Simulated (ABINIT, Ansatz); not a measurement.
An input for ABINIT 10.8.3 (CaAlSiH (P3m1)):

```
acell 3*1.0 Angstrom
rprim 
  4.143280229474 0.000000000031 0.000000000000
  -2.071640114764 3.588185933707 0.000000000000
  0.000000000000 0.000000000000 4.698226000000
ntypat 4
znucl 20 13 14 1
natom 4
typat 1 2 3 4
xred 
  0.000000000000 0.000000000000 0.999921000000
  0.666666666667 0.333333333333 0.457112000000
  0.333333333333 0.666666666667 0.565892000000
  0.666666666667 0.333333333333 0.083775000000
pp_dirpath "pseudos"
pseudos "Ca.upf, Al.upf, Si.upf, H.upf"
ecut 32
ngkpt 3 3 4
nshiftk 1
shiftk 0 0 0
kptopt 1
chksymbreak 0
istwfk *1
occopt 1
irdwfk 1
optdriver 3
nband 55
ecuteps 4.2
inclvkb 2
awtr 1
symchi 1
indata_prefix "in"
outdata_prefix "out"
tmpdata_prefix "tmp"
```

```sh
OMP_NUM_THREADS=1 mpirun -n 4 abinit run.abi > log
```

Question: How long will it take on 4 MPI ranks of Intel Xeon Platinum 8259CL at 2.50GHz (Skylake/Cascade Lake), shared host, and how much memory?

It took 17 s; on shared hardware allow 8.5 s to 34 s. Peak host memory was 0.6 GiB.

[Paths, hosts, dates, memory and timing lines, banners, echoed tables and standing remarks are left out of the program output.]

[Logs are printed without paths, hosts, clocks, repeated set-up lines and the standing remarks that a program may print on its own settings, such as how far it seeks lower states.]

[Runs of the session that timed out or met a known fault of the program may be left out.]

[Hosts, paths, dates, database ids (printed as entryN), source tags and the programs' standing remarks are cut or masked in the printed files.]

[G0W0 gaps are taken among the corrected bands and points alone; a level outside them can change the order at an edge.]

[Where Ansatz stands beside ABINIT at settings called matched, ABINIT's density can come from a denser mesh and the files from another edition; pairs whose starting gaps differed by over 0.03 eV were left out, so agreement reads better than it is.]
